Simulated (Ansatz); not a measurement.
# How fast states decay through Zn3CdTe4

Wanted: the relaxed cell of Zn3CdTe4, its band edges and its decay constants. It is built by putting Te for S in the Zn3CdS4 structure of space group P-43m, with the volume rescaled by atomic radii. The parent structure comes from the Materials Project.

Method: r2SCAN DFT, plane waves, PAW files, in the first sound run; inputs show where later runs differ, in Ansatz 0.2.0.

The structure was built from a prototype and need not be the compound's stable phase.

## Step 1: Set-up

Symmetry: P-43m, No. 215, cubic system. The conventional cell has a = 5.960 Å, b = 5.960 Å, c = 5.960 Å, α = 90.00°, β = 90.00°, γ = 90.00°. Nearest to Zn lie 4 Te at 2.54 Å. Nearest to Cd lie 4 Te at 2.71 Å. Te has 3 Zn at 2.54 Å and 1 Cd at 2.71 Å nearest. It derives from Zn3CdS4. Te for S in the Zn3CdS4 structure of space group P-43m. Farther neighbours and most contacts between anions are not listed.

## Step 2: Relaxing the new crystal

The substituted atoms don't fit the parent's cell, so cell and atoms relax together. A small smearing keeps the run stable in case the gap closes on the way.

input.yaml reads:

```yaml
crystal:
  lattice:
    - [5.9603568305, 0.0, 0.0]
    - [0.0, 5.9603568305, 0.0]
    - [0.0, 0.0, 5.9603568305]
  atoms:
    - { symbol: Zn, position: [0.0, 0.5, 0.5] }
    - { symbol: Zn, position: [0.5, 0.0, 0.5] }
    - { symbol: Zn, position: [0.5, 0.5, 0.0] }
    - { symbol: Cd, position: [0.0, 0.0, 0.0] }
    - { symbol: Te, position: [0.26268019, 0.26268019, 0.26268019] }
    - { symbol: Te, position: [0.73731981, 0.73731981, 0.26268019] }
    - { symbol: Te, position: [0.26268019, 0.73731981, 0.73731981] }
    - { symbol: Te, position: [0.73731981, 0.26268019, 0.73731981] }
kpoints:
  mp_grid: { grid: [4, 4, 4] }
scf:
  occupations: { method: gaussian, width: 0.03 }
hamiltonian:
  xc: r2scan
output:
  forces: true
  stress: true
relax:
  f_tol: 0.02
  max_steps: 60
  cell: {}
```

Command:

```console
$ ansatz run input.yaml --threads 2 --pin off --max-ram 4096MiB --backend cpu --events-out ev --progress --plain --runs-dir out
```

Numbers of over 12 decimals in the logs are rounded to 6 here.

What it wrote:

```text
Engine: ansatz 0.2.0, x86_64-unknown-linux-gnu
Pseudopotentials: kind: paw
Pseudopotential: Zn, paw, valence charge 12, recommended cutoff 500 eV (meta_gga), Zn.paw.azcp
Pseudopotential: Cd, paw, valence charge 20, recommended cutoff 500 eV (meta_gga), Cd.paw.azcp
Pseudopotential: Te, paw, valence charge 16, recommended cutoff 500 eV (meta_gga), Te.paw.azcp
Functional definition: r2SCAN
  parameter k0 = 0.174
  parameter k1 = 0.065
  parameter a1 = 4.9479
  exchange = r2scan_x(k0 = k0, k1 = k1, a1 = a1)
  correlation = r2scan_c
Crystal: 8 atoms, lattice volume = 211.747 Å³
Basis set: ecut = 500 eV, 5449 PW (Γ), exchange–correlation on 180×180×180 points (64 copies of the dense FFT grid, shifted against one another)
Bands: 72, of which v1, the nominal top of the filled ones, is band 60 counted from 1 (59 counted from 0)
Symmetry: 24 space group operations
Space group: P-43m (ITA 215), of the structure as read, at distance tolerance 6.0e-5 Å
k-points: 10 of 64 (time reversal used)
Non-local potential: Zn, projectors of the file, l = 0: 2, l = 1: 2, l = 2: 3, l = 3: 1
Non-local potential: Cd, projectors of the file, l = 0: 3, l = 1: 2, l = 2: 2, l = 3: 1
Non-local potential: Te, projectors of the file, l = 0: 2, l = 1: 2, l = 2: 2, l = 3: 2
PAW form: soft (Blöchl's): semilocal exchange-correlation on the pseudo side does not see the compensation charge
PAW frozen core: Zn, regenerated for the run's functional (the file was generated under x = pbe(κ = 0.804, μ = 0.219515), c = pbe(β = 0.066725))
PAW frozen core: Cd, regenerated for the run's functional (the file was generated under x = pbe(κ = 0.804, μ = 0.219515), c = pbe(β = 0.066725))
PAW frozen core: Te, regenerated for the run's functional (the file was generated under x = pbe(κ = 0.804, μ = 0.219515), c = pbe(β = 0.066725))
PAW one-centre angular grid: Zn, 590 points (default); XC on 261 of its mesh's 2673 points in the sphere
PAW one-centre angular grid: Cd, 590 points (default); XC on 160 Gauss nodes
PAW one-centre angular grid: Te, 590 points (default); XC on 160 Gauss nodes
Initial density: superposition of atomic densities (neutral atoms: chi_scale 0, normalization atom), corrected by the library's trained network
Initial wavefunctions: pseudopotential atomic-orbital guess
Functional: x = r2scan, c = r2scan; τ floored in thin density (d = 2e-4 eV/Å³)
SCF iter   1: F=—  HF=-46228.224177 eV  |F-HF|=—  |Δ(HF+E_count)|=         —  Δρ=1.14e-2  dr2=1.37e-1  dr2_τ=2.17e-2  ethr=1.77e-3  ⟨swp⟩=7.6  Hψ=3047  notcnv=0  defer=7
preconditioner: auto → Resta (q_TF=auto, 2.482 Å⁻¹)  ε∞=4.5  [insulator: Δε(μ)=1.921 eV  Ē_g=11.563 eV  σ=0.030 eV  W_gap=1.00  n_scr=56 (ndim 8)  ℏωp=21.7 eV  f_vac=0.093  D(μ)=0.00/eV (n_scr^D=0)  ε∞_Penn≈4.5]
SCF iter   2: F=—  HF=-46228.246501 eV  |F-HF|=—  |Δ(HF+E_count)|=   2.23e-2  Δρ=1.76e-3  dr2=4.03e-3  dr2_τ=8.68e-4  ethr=1.14e-4  ⟨swp⟩=2.9  Hψ=1250  notcnv=0  defer=58
SCF iter   3: F=—  HF=-46228.241765 eV  |F-HF|=—  |Δ(HF+E_count)|=   4.74e-3  Δρ=2.39e-3  dr2=5.44e-3  dr2_τ=1.58e-4  ethr=3.36e-6  ⟨swp⟩=2.0  Hψ=1180  notcnv=0  defer=28
automatic band count: iteration 3 solves 69 bands in place of 72: the levels show a gap, and the empty bands left out lie too high to hold charge; the band table lists the bands solved (type scf.n_extra_bands for more)
SCF iter   4: F=—  HF=-46228.242042 eV  |F-HF|=—  |Δ(HF+E_count)|=   2.77e-4  Δρ=4.95e-4  dr2=3.11e-4  dr2_τ=9.86e-6  ethr=3.36e-6  ⟨swp⟩=2.0  Hψ=811  notcnv=0  defer=28
SCF iter   5: F=—  HF=-46228.242144 eV  |F-HF|=—  |Δ(HF+E_count)|=   1.03e-4  Δρ=1.28e-4  dr2=3.60e-5  dr2_τ=1.76e-6  ethr=2.59e-7  ⟨swp⟩=2.0  Hψ=1258  notcnv=0  defer=28
SCF iter   6: F=—  HF=-46228.242114 eV  |F-HF|=—  |Δ(HF+E_count)|=   3.08e-5  Δρ=5.04e-5  dr2=4.23e-6  dr2_τ=6.68e-8  ethr=3.00e-8  ⟨swp⟩=2.0  Hψ=1007  notcnv=0  defer=28
SCF iter   7: F=—  HF=-46228.242115 eV  |F-HF|=—  |Δ(HF+E_count)|=   1.31e-6  Δρ=1.30e-5  dr2=3.17e-7  dr2_τ=6.84e-9  ethr=3.52e-9  ⟨swp⟩=2.0  Hψ=1262  notcnv=0  defer=28
SCF iter   8: F=-46228.242115 eV  HF=-46228.242115 eV  |F-HF|=1.61e-8  |Δ(HF+E_count)|=   1.30e-7  Δρ=3.76e-6  dr2=3.58e-8  dr2_τ=9.35e-10  ethr=8.33e-11  ⟨swp⟩=5.0  Hψ=2617  notcnv=0
SCF 1 converged in 8 iterations: F = -46228.242115 eV  dr2 = 3.58e-8
  greatest PAW one-centre occupation: 1.001 electrons in one spin orbital (limit 2), on the Cd atom at site 3 (counted from 0), in its partial waves of l = 1
relax step   1: F+E_penalty+E_count = -46228.24211506 eV  Δ(F+E_penalty+E_count) = +0.000e0 eV  max|allowed force component| = 1.903e-1 eV/Å  Δτ_max = 0.0000 Å  P = +8.248 GPa  Ω = 211.747 Å³  (8 SCF iters, dr2 threshold 1.00e-7 eV, accepted)
Crystal: 8 atoms, lattice volume = 244.275 Å³
Basis set: ecut = 500 eV, 6187 PW (Γ), exchange–correlation on 180×180×180 points (64 copies of the dense FFT grid, shifted against one another)
Initial density: handed on by an earlier stage of this run
Initial wavefunctions: those handed on with the density
iter 1 solved again at ethr=8.32e-5 eV; its pass at ethr=3.10e-3 eV (dr2=9.99e-2 eV) is discarded
SCF iter   1: F=—  HF=-46227.692756 eV  |F-HF|=—  |Δ(HF+E_count)|=         —  Δρ=6.57e-3  dr2=9.96e-2  dr2_τ=8.29e-1  ethr=8.32e-5  ⟨swp⟩=2.2  Hψ=4562  notcnv=0
automatic band count: iteration 1 solves 69 bands in place of 72: the levels show a gap, and the empty bands left out lie too high to hold charge; the band table lists the bands solved (type scf.n_extra_bands for more)
preconditioner: auto → Resta (q_TF=auto, 2.423 Å⁻¹)  ε∞=4.9  [insulator: Δε(μ)=1.602 eV  Ē_g=10.237 eV  σ=0.030 eV  W_gap=1.00  n_scr=56 (ndim 8)  ℏωp=20.2 eV  f_vac=0.153  D(μ)=0.00/eV (n_scr^D=0)  ε∞_Penn≈4.9]
SCF iter   2: F=—  HF=-46228.912289 eV  |F-HF|=—  |Δ(HF+E_count)|=    1.22e0  Δρ=2.43e-3  dr2=2.08e-2  dr2_τ=5.50e-4  ethr=8.30e-5  ⟨swp⟩=4.5  Hψ=1540  notcnv=0
SCF iter   3: F=—  HF=-46228.911806 eV  |F-HF|=—  |Δ(HF+E_count)|=   4.84e-4  Δρ=1.47e-3  dr2=8.40e-3  dr2_τ=9.06e-5  ethr=1.74e-5  ⟨swp⟩=2.0  Hψ=978  notcnv=0  defer=11
SCF iter   4: F=—  HF=-46228.912382 eV  |F-HF|=—  |Δ(HF+E_count)|=   5.76e-4  Δρ=3.55e-4  dr2=6.14e-4  dr2_τ=2.49e-5  ethr=7.00e-6  ⟨swp⟩=2.0  Hψ=1100  notcnv=0  defer=11
SCF iter   5: F=—  HF=-46228.912468 eV  |F-HF|=—  |Δ(HF+E_count)|=   8.69e-5  Δρ=1.92e-4  dr2=8.63e-5  dr2_τ=1.44e-6  ethr=5.12e-7  ⟨swp⟩=2.0  Hψ=1199  notcnv=0  defer=11
SCF iter   6: F=—  HF=-46228.912532 eV  |F-HF|=—  |Δ(HF+E_count)|=   6.39e-5  Δρ=1.67e-4  dr2=5.82e-5  dr2_τ=5.29e-7  ethr=7.19e-8  ⟨swp⟩=3.0  Hψ=1151  notcnv=0  defer=11
[...]
Crystal: 8 atoms, lattice volume = 241.600 Å³
Basis set: ecut = 500 eV, 6043 PW (Γ), exchange–correlation on 180×180×180 points (64 copies of the dense FFT grid, shifted against one another)
iter 1 solved again at ethr=1.92e-6 eV; its pass at ethr=3.10e-3 eV (dr2=2.30e-3 eV) is discarded
SCF iter   1: F=—  HF=-46228.901986 eV  |F-HF|=—  |Δ(HF+E_count)|=         —  Δρ=1.00e-3  dr2=2.50e-3  dr2_τ=3.03e-2  ethr=1.92e-6  ⟨swp⟩=2.1  Hψ=3821  notcnv=0
automatic band count: iteration 1 solves 69 bands in place of 72: the levels show a gap, and the empty bands left out lie too high to hold charge; the band table lists the bands solved (type scf.n_extra_bands for more)
preconditioner: auto → Resta (q_TF=auto, 2.428 Å⁻¹)  ε∞=4.9  [insulator: Δε(μ)=1.510 eV  Ē_g=10.324 eV  σ=0.030 eV  W_gap=1.00  n_scr=56 (ndim 8)  ℏωp=20.3 eV  f_vac=0.127  D(μ)=0.00/eV (n_scr^D=0)  ε∞_Penn≈4.9]
SCF iter   2: F=—  HF=-46228.923388 eV  |F-HF|=—  |Δ(HF+E_count)|=   2.14e-2  Δρ=5.40e-4  dr2=5.32e-4  dr2_τ=1.73e-5  ethr=1.92e-6  ⟨swp⟩=2.3  Hψ=1383  notcnv=0
SCF iter   3: F=—  HF=-46228.923418 eV  |F-HF|=—  |Δ(HF+E_count)|=   2.98e-5  Δρ=2.21e-4  dr2=8.89e-5  dr2_τ=2.40e-6  ethr=4.44e-7  ⟨swp⟩=2.7  Hψ=1191  notcnv=0
SCF iter   4: F=—  HF=-46228.923449 eV  |F-HF|=—  |Δ(HF+E_count)|=   3.17e-5  Δρ=5.40e-5  dr2=9.61e-6  dr2_τ=3.12e-7  ethr=7.40e-8  ⟨swp⟩=2.0  Hψ=1170  notcnv=0
SCF iter   5: F=—  HF=-46228.923454 eV  |F-HF|=—  |Δ(HF+E_count)|=   4.99e-6  Δρ=2.62e-5  dr2=1.49e-6  dr2_τ=3.62e-8  ethr=8.01e-9  ⟨swp⟩=2.0  Hψ=1279  notcnv=0
SCF iter   6: F=-46228.923454 eV  HF=-46228.923455 eV  |F-HF|=8.45e-7  |Δ(HF+E_count)|=   4.11e-7  Δρ=2.07e-5  dr2=5.74e-7  dr2_τ=6.40e-9  ethr=6.67e-10  ⟨swp⟩=5.3  Hψ=2929  notcnv=0
SCF 3 converged in 6 iterations: F = -46228.923454 eV  dr2 = 5.74e-7
relax step   3: F+E_penalty+E_count = -46228.92345384 eV  Δ(F+E_penalty+E_count) = -1.094e-2 eV  max|allowed force component| = 5.332e-2 eV/Å  Δτ_max = 0.0263 Å  P = -0.078 GPa  Ω = 241.600 Å³  energy of the carried Pulay correction = -5.880e-3 eV  (6 SCF iters, dr2 threshold 8.00e-7 eV, accepted)
[...]
relax step   4: F+E_penalty+E_count = -46228.92536715 eV  Δ(F+E_penalty+E_count) = -1.913e-3 eV  max|allowed force component| = 1.786e-3 eV/Å  Δτ_max = 0.0088 Å  P = -0.038 GPa  Ω = 241.323 Å³  energy of the carried Pulay correction = -5.829e-3 eV  (6 SCF iters, dr2 threshold 1.78e-7 eV, accepted)
Basis set: ecut = 500 eV, 6043 PW (Γ), exchange–correlation on 192×192×192 points (64 copies of the dense FFT grid, shifted against one another)
Initial wavefunctions: pseudopotential atomic-orbital guess (no wavefunctions were taken with the density)
iter 1 solved again at ethr=3.05e-7 eV; its pass at ethr=3.10e-3 eV (dr2=3.66e-4 eV) is discarded
SCF iter   1: F=—  HF=-46228.931982 eV  |F-HF|=—  |Δ(HF+E_count)|=         —  Δρ=3.44e-4  dr2=2.25e-5  dr2_τ=6.80e-5  ethr=3.05e-7  ⟨swp⟩=3.9  Hψ=4836  notcnv=0
preconditioner: auto → Resta (q_TF=auto, 2.428 Å⁻¹)  ε∞=4.5  [insulator: Δε(μ)=1.535 eV  Ē_g=10.857 eV  σ=0.030 eV  W_gap=1.00  n_scr=56 (ndim 8)  ℏωp=20.3 eV  f_vac=0.128  D(μ)=0.00/eV (n_scr^D=0)  ε∞_Penn≈4.5]
SCF iter   2: F=—  HF=-46228.933884 eV  |F-HF|=—  |Δ(HF+E_count)|=   1.90e-3  Δρ=2.19e-4  dr2=2.86e-5  dr2_τ=1.49e-5  ethr=1.87e-8  ⟨swp⟩=2.0  Hψ=1200  notcnv=0
SCF iter   3: F=—  HF=-46228.934162 eV  |F-HF|=—  |Δ(HF+E_count)|=   2.78e-4  Δρ=5.44e-5  dr2=6.25e-7  dr2_τ=1.51e-6  ethr=1.87e-8  ⟨swp⟩=2.0  Hψ=987  notcnv=0
SCF iter   4: F=—  HF=-46228.934134 eV  |F-HF|=—  |Δ(HF+E_count)|=   2.76e-5  Δρ=6.62e-6  dr2=8.58e-8  dr2_τ=7.07e-9  ethr=5.21e-10  ⟨swp⟩=2.2  Hψ=1291  notcnv=0
SCF iter   5: F=—  HF=-46228.934134 eV  |F-HF|=—  |Δ(HF+E_count)|=   1.10e-7  Δρ=2.91e-6  dr2=8.81e-9  dr2_τ=9.02e-10  ethr=7.15e-11  ⟨swp⟩=2.0  Hψ=1080  notcnv=0
SCF iter   6: F=—  HF=-46228.934134 eV  |F-HF|=—  |Δ(HF+E_count)|=   2.05e-8  Δρ=1.01e-6  dr2=9.06e-10  dr2_τ=3.28e-10  ethr=7.35e-12  ⟨swp⟩=2.0  Hψ=1320  notcnv=0
SCF iter   7: F=—  HF=-46228.934134 eV  |F-HF|=—  |Δ(HF+E_count)|=   5.51e-9  Δρ=2.39e-7  dr2=8.07e-11  dr2_τ=1.61e-11  ethr=1.00e-12  ⟨swp⟩=2.0  Hψ=1320  notcnv=0
SCF iter   8: F=-46228.934134 eV  HF=-46228.934134 eV  |F-HF|=2.18e-11  |Δ(HF+E_count)|=  3.78e-10  Δρ=5.41e-8  dr2=1.06e-11  dr2_τ=1.30e-13  ethr=1.00e-12  ⟨swp⟩=4.6  Hψ=2569  notcnv=0
SCF 5 converged in 8 iterations: F = -46228.934134 eV  dr2 = 1.06e-11
relax step   5: F+E_penalty+E_count = -46228.93413427 eV  Δ(F+E_penalty+E_count) = -8.767e-3 eV  max|allowed force component| = 1.855e-3 eV/Å  Δτ_max = 0.0000 Å  P = -0.007 GPa  Ω = 241.323 Å³  stress off target by 7.22e-3 GPa  SCF on the basis re-selected at this cell (its energy is not comparable with the rows above)  (8 SCF iters)
basis re-selected at this cell: Δ(F+E_penalty+E_count) = -8.767e-3 eV, ΔP = +0.031 GPa vs the last step (what re-selecting the basis moved, of the pressure what is left beyond the Pulay correction that the steps carried, after the strain that the cell walked since its last selection, with what the two solves' SCF thresholds leave and, on support functions, any second-order correction that the steps lacked; it is no measure of the basis error at this ecutwfc). The dense FFT grid was sized anew with the basis: this SCF ran on 48×48×48 points, the steps before it on 45×45×45, so part of this shift can come from that change (see relax.cell in the input reference). [rest of the remark cut]
SCF converged after 8 iterations
Free energy (F): -46228.934134 eV
Harris-Foulkes:  -46228.934134 eV  (|F-HF|=2.18e-11)
Internal energy: -46228.934134 eV  (E = F + TS)
E sigma→0 (E₀):  -46228.934134 eV
Fermi energy:    7.479825 eV
--- Per-component energies (eV) ---
  E_band       = -1707.781950
  E_kinetic    = 1616.690600
  E_local      = -15496.870522  (includes V_loc(G=0)·N_el)
  E_nonlocal   = 647.200864
  E_hartree    = 7842.313634
  E_xc         = -999.263845
  E_vxc        = -851.210224  (∫ρ·V_xc dr)
  E_paw        = -28403.920797  (= ΣΔE_a)
  E_vpaw       = -3361.602221  (= ΣTr[D̂ρ^β])
  E_aug_tail   = -0.000324  (compensation charges beyond the density's cutoff)
  E_vtau       = 53.382737  (kinetic-family band-sum trace: ∫τ·v_τ [+ j·A + Jᵃ·Aᵃ] dr)
  E_ewald      = -11435.110539
  E_core_change = 0.026795  (= ΣΔE_core)
  E_smearing   = -0.000000  (= −TS)
  E_closure    = 0.000000  (closes the sum)
  Σ components = -46228.934134   (vs F -46228.934134, Δ=0.00e0)
--- Forces (eV/Å), atoms counted from 1 ---
  atom   1  Zn    -0.00000000     0.00000000    -0.00000000
  atom   2  Zn     0.00000000    -0.00000000    -0.00000000
  atom   3  Zn     0.00000000    -0.00000000    -0.00000000
  atom   4  Cd     0.00000000     0.00000000    -0.00000000
  atom   5  Te     0.00185499     0.00185499     0.00185499
  atom   6  Te    -0.00185499    -0.00185499     0.00185499
  atom   7  Te     0.00185499    -0.00185499    -0.00185499
  atom   8  Te    -0.00185499     0.00185499    -0.00185499
  max |Σ_I F_I| component: 5.57e-17 eV/Å
--- Stress (GPa, compression-positive) ---
       -0.007224       0.000000       0.000000
        0.000000      -0.007224       0.000000
        0.000000       0.000000      -0.007224
  P = ⅓ Tr σ = -0.0072 GPa (-0.072 kbar)
--- Relaxed structure (4 steps of the walk, 4 accepted, 1 SCFs on fresh bases) ---
  F+E_penalty+E_count = -46228.93413427 eV   max|allowed force component| = 1.855e-3 eV/Å   (the final SCF, on the basis selected at the relaxed cell)
  cell:  # Å, volume = 241.3232 Å³
    - [6.225865, 0, 0]
    - [0, 6.225865, 0]
    - [0, 0, 6.225865]
  atoms:
    - { symbol: Zn, position: [1.0914133532450312e-19, 0.5, 0.5] }
    - { symbol: Zn, position: [0.5, 0, 0.5] }
    - { symbol: Zn, position: [0.5, 0.5, 0] }
    - { symbol: Cd, position: [1.091413353245051e-19, 0, 0] }
    - { symbol: Te, position: [0.259657, 0.259657, 0.259657] }
    - { symbol: Te, position: [0.740343, 0.740343, 0.259657] }
    - { symbol: Te, position: [0.259657, 0.740343, 0.740343] }
    - { symbol: Te, position: [0.740343, 0.259657, 0.740343] }
```

It took 43 s on 2 threads of Intel Xeon Platinum 8488C (Sapphire Rapids), shared host; peak memory 1 GiB; 83 s of CPU time.

Step by step:

```tsv
step	energy less that of the first step (eV)	largest force component (eV/Å)	pressure (GPa)	volume (Å³)
1	0.0000	0.1903	8.25	211.75
2	-0.6704	0.0990	-0.61	244.27
3	-0.6813	0.0533	-0.08	241.60
4	-0.6833	0.0018	-0.04	241.32
5*	-0.6920	0.0019	-0.01	241.32
```

Relaxation steps marked * repeat the geometry before them on a plane-wave basis chosen anew for their cell, so energy and pressure can jump there.

Forces are held to the 24 operations that the run works with; a distortion that breaks them can't arise in this run.

```tsv
conventional cell, symmetrised	before	after	change
a (Å)	5.960	6.226	+4.5 %
b (Å)	5.960	6.226	+4.5 %
c (Å)	5.960	6.226	+4.5 %
volume (Å³/atom)	26.47	30.17	+14.0 %
```

The atoms that moved most (Å, as changes of fractional coordinates times the final cell):

```tsv
atom	dx	dy	dz	length
Te7	-0.019	0.019	0.019	0.033
Te8	0.019	-0.019	0.019	0.033
Te6	0.019	0.019	-0.019	0.033
Te5	-0.019	-0.019	-0.019	0.033
```

This step gave:

```
free energy  : -46228.9341 eV
Fermi energy : 7.480 eV
pressure     : -0.007224 GPa
```

The largest force component on a free atom ends at 0.0019 eV/Å.

[end of part 1 of 3]

[Logs are printed without paths, hosts, clocks, repeated set-up lines and the standing remarks that a program may print on its own settings, such as how far it seeks lower states.]

[Hosts, paths, dates, database ids (printed as entryN), source tags and the programs' standing remarks are cut or masked in the printed files.]
